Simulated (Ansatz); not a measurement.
# MgCdAg2F6: complex band structure, part 3 of 3

Aim: relax a made-up compound, MgCdAg2F6, and see how good a tunnel barrier it would be. It is built by putting Cd for part of the Mg in the MgAgF3 structure of space group R-3c, with the volume rescaled by atomic radii. The parent structure comes from the Materials Project.

Ansatz 0.2.0; PBEsol DFT, plane waves, PAW files (the session's first sound run).

So far, gap on the k-mesh (eV): step 3 (the bulk crystal and its band edges) 1.55.

The structure was built from a prototype and need not be the compound's stable phase.

### 5. Band edges at another level, cutoff 1387.78 eV

This step: PBEsol DFT, plane waves, norm-conserving files (Ansatz 0.2.0).

The edges again with norm-conserving files, at the same atoms. Against that run the cutoff is 1388 eV against 420.

Contents of input.yaml:

```yaml
crystal:
  lattice:
    - [2.8924672825, 1.6699667642, 4.6002842975]
    - [-2.8924672825, 1.6699667642, 4.6002842975]
    - [0.0, -3.3399335283, 4.6002842975]
  atoms:
    - { symbol: Mg, position: [0.0, 0.0, 0.0] }
    - { symbol: Cd, position: [0.5, 0.5, 0.5] }
    - { symbol: Ag, position: [0.2470689653, 0.2470689653, 0.2470689653] }
    - { symbol: Ag, position: [0.7529310347, 0.7529310347, 0.7529310347] }
    - { symbol: F, position: [0.8628603529, 0.226862755, 0.6664847815] }
    - { symbol: F, position: [0.6664847815, 0.8628603529, 0.226862755] }
    - { symbol: F, position: [0.226862755, 0.6664847815, 0.8628603529] }
    - { symbol: F, position: [0.3335152185, 0.1371396471, 0.773137245] }
    - { symbol: F, position: [0.1371396471, 0.773137245, 0.3335152185] }
    - { symbol: F, position: [0.773137245, 0.3335152185, 0.1371396471] }
kpoints:
  mp_grid: { grid: [6, 6, 6] }
  band_path: { path: [VBM, CBM], npoints: 30 }
scf:
  occupations: { method: fixed }
hamiltonian:
  xc: pbesol
  pseudopotentials: { kind: nc }
output:
  eigenvalues: true
```

On the command line:

```sh
$ ansatz run input.yaml --threads 2 --pin off --max-ram 4096MiB --backend cpu --events-out ev --progress --plain --runs-dir out
```

Numbers of over 12 decimals in the logs are rounded to 6 here.

Log:

```text
[...]
Crystal: 10 atoms, lattice volume = 133.325 Å³
Basis set: ecut = 1387.780699 eV, 15687 PW (Γ)
Bands: 66, of which v1, the nominal top of the filled ones, is band 55 counted from 1 (54 counted from 0)
Symmetry: 6 space group operations
[...]
k-points: 40 of 216
[...]
SCF iter   1: F=—  HF=-18846.529840 eV  |F-HF|=—  |Δ(HF+E_count)|=         —  Δρ=2.30e-1  dr2=6.14e1  ethr=3.10e-3  ⟨swp⟩=5.3  Hψ=9656  notcnv=0  defer=356
[...]
SCF iter   9: F=-18827.420896 eV  HF=-18827.420895 eV  |F-HF|=6.82e-8  |Δ(HF+E_count)|=   1.53e-6  Δρ=8.62e-6  dr2=7.59e-8  ethr=9.09e-11  ⟨swp⟩=11.6  Hψ=14583  notcnv=0
SCF 1 converged in 9 iterations: F = -18827.420896 eV  dr2 = 7.59e-8
[...]
SCF converged after 9 iterations
Free energy (F): -18827.420896 eV
[...]
Internal energy: -18827.420896 eV  (E = F + TS)
E sigma→0 (E₀):  -18827.420896 eV
Fermi energy:    6.943511 eV
[...]
--- Band table (eV; the first three rows and the last of 40) ---
  k-point 0: bands = [... 51 lower, 6.6725, 6.6725, 6.8496, 6.8496, 8.5009, 12.5996, 14.1427, 15.7634, ... 7 higher]
  k-point 1: bands = [... 51 lower, 6.6864, 6.7370, 6.8437, 6.8747, 8.9017, 12.5852, 13.8769, 15.5170, ... 7 higher]
  k-point 2: bands = [... 51 lower, 6.7250, 6.8110, 6.8561, 6.9192, 9.8602, 12.1577, 13.4793, 15.1707, ... 7 higher]
  k-point 39: bands = [... 51 lower, 6.7054, 6.7054, 6.8357, 6.8357, 10.9114, 11.0319, 13.4058, 15.3864, ... 7 higher]
```

Wall time 99 s (2 threads of Intel Xeon 6975P-C (Granite Rapids), shared host); peak memory 1.6 GiB.

This step gave:

```
free energy        : -18827.4209 eV
Fermi energy       : 6.944 eV
gap on the k-mesh  : 1.557 eV
gap on path        : 1.554 eV, by band count; negative where bands overlap
direct gap on path : 1.651 eV
```

The electronic bands at the labelled points (eV, zero at the Fermi level (highest filled level under fixed occupations); v1 is the highest filled band, c1 the lowest empty one):

| point | v4 | v3 | v2 | v1 | c1 | c2 | c3 | c4 |
| --- | --- | --- | --- | --- | --- | --- | --- | --- |
| VBM | -0.18 | -0.16 | -0.04 | 0.00 | 3.54 | 4.97 | 6.22 | 7.93 |
| halfway | -0.24 | -0.17 | -0.11 | -0.05 | 2.18 | 5.62 | 6.79 | 8.45 |
| CBM | -0.27 | -0.27 | -0.09 | -0.09 | 1.56 | 5.66 | 7.20 | 8.82 |

The searched edges give 1.55 eV, against 1.56 eV on the mesh.

### 6. Complex bands at another level

This step: PBEsol DFT, plane waves, norm-conserving files; complex bands by layer matching along the plane's normal (Ansatz 0.2.0).

The complex bands at that level, over its own gap, at (0, 0) and (0.1458, -0.0208).

Contents of input.yaml:

```yaml
crystal:
  lattice:
    - [5.68487217, 0.0, 0.0]
    - [2.943379105, 4.980159371, 0.0]
    - [2.943379105, 1.620280156, 4.709212204]
  atoms:
    - { symbol: Mg, position: [0.0, 0.0, 0.0] }
    - { symbol: Cd, position: [0.5, 0.5, 0.5] }
    - { symbol: Ag, position: [0.7412068959, 0.7529310347, 0.7529310347] }
    - { symbol: Ag, position: [0.2587931041, 0.2470689653, 0.2470689653] }
    - { symbol: F, position: [0.7562078894, 0.773137245, 0.3335152185] }
    - { symbol: F, position: [0.7562078894, 0.1371396471, 0.773137245] }
    - { symbol: F, position: [0.7562078894, 0.3335152185, 0.1371396471] }
    - { symbol: F, position: [0.2437921106, 0.8628603529, 0.226862755] }
    - { symbol: F, position: [0.2437921106, 0.226862755, 0.6664847815] }
    - { symbol: F, position: [0.2437921106, 0.6664847815, 0.8628603529] }
kpoints:
  mp_grid: { grid: [6, 6, 6] }
scf:
  occupations: { method: fixed }
hamiltonian:
  xc: pbesol
  pseudopotentials: { kind: nc }
output:
  eigenvalues: true
  transmission:
    leads: [[0, 0]]
    kpoints: [[0.0, 0.0], [0.1458, -0.0208]]
    e_range: [-1.0, 2.55]
    de: 0.07
```

Log:

```text
Engine: ansatz 0.2.0, x86_64-unknown-linux-gnu
Pseudopotentials: kind: nc
Pseudopotential: Mg, nc, valence charge 10, recommended cutoff 1142.878222 eV (normal), Mg.nc.azcp (PseudoDojo's, or run here from an input of PseudoDojo's: the run reads no file of this project's for it)
Pseudopotential: Cd, nc, valence charge 20, recommended cutoff 1387.780699 eV (normal), Cd.nc.azcp (PseudoDojo's, or run here from an input of PseudoDojo's: the run reads no file of this project's for it)
Pseudopotential: Ag, nc, valence charge 19, recommended cutoff 1115.666836 eV (normal), Ag.nc.azcp (PseudoDojo's, or run here from an input of PseudoDojo's: the run reads no file of this project's for it)
Pseudopotential: F, nc, valence charge 7, recommended cutoff 1142.878222 eV (normal), F.nc.azcp (PseudoDojo's, or run here from an input of PseudoDojo's: the run reads no file of this project's for it)
Functional definition: PBEsol
  exchange = pbesol_x
  correlation = pbesol_c
Error: memory limit exceeded: the `transmission` phase of `transmission` needs 5.29 GiB against the run's memory maximum of 4.00 GiB; largest carriers: transmission 4.91 GiB, unmodelled-tail allowance 0.30 GiB, source scf tables 0.07 GiB, source scf state 0.00 GiB; the layers of output.transmission grow with the square of the cell's cross-section: a lower cutoff or a narrower output.transmission.e_range takes less, and so, most of all in a narrow cell, does a wider de; where no e_range is typed, a fill by count is planned with a gap of 40 thermal energies
with nothing else changed it takes a maximum of at least 5.30 GiB, with nothing to spare, and 5.83 GiB leaves up to a tenth: --max-ram 5.83GiB where that set the maximum, else more of the term that did, and with no share typed, where 5.83 GiB is over 0.88 of the host's memory or its container's limit, a share of 0.88 or more that holds the maximum too (--max-ram-frac F), where one does; The budget is ten elevenths of [...]
`transmission` follows the SCF: where the deck gives it k-points, a mesh or a band count of its own, those are what to reduce (not on a resume, whose deck is fixed)
```

Run time: 0.24 s. Hardware: 2 threads; peak memory 0.26 GiB.

The program refused the input before any cycle.

The program's message: “Error: memory limit exceeded: the `transmission` phase of `transmission` needs 5.29 GiB against the run's memory maximum of 4.00 GiB; largest carriers: transmission 4.91 GiB, unmodelled-tail allowance …”

### 7. What came out

* band gap: 1.55 eV
* least decay constant at mid-gap, normal to (101): 0.276 Å⁻¹

In words: With PBEsol, the slowest decay at the wavevectors tried is κ = 0.276 Å⁻¹, normal to (101). Through such a film the transmission near mid-gap falls as exp(−2κd), a factor of ten every 4.2 Å. A free electron under a barrier of half the gap would need a mass of 0.38 mₑ to decay at this rate. The compound is made up by substitution; its stability against other phases and against distortions of the cell's symmetry was not tested. A semilocal functional narrows gaps, so real decay constants are likely larger.

[Logs are printed without paths, hosts, clocks, repeated set-up lines and the standing remarks that a program may print on its own settings, such as how far it seeks lower states.]

[Hosts, paths, dates, database ids (printed as entryN), source tags and the programs' standing remarks are cut or masked in the printed files.]
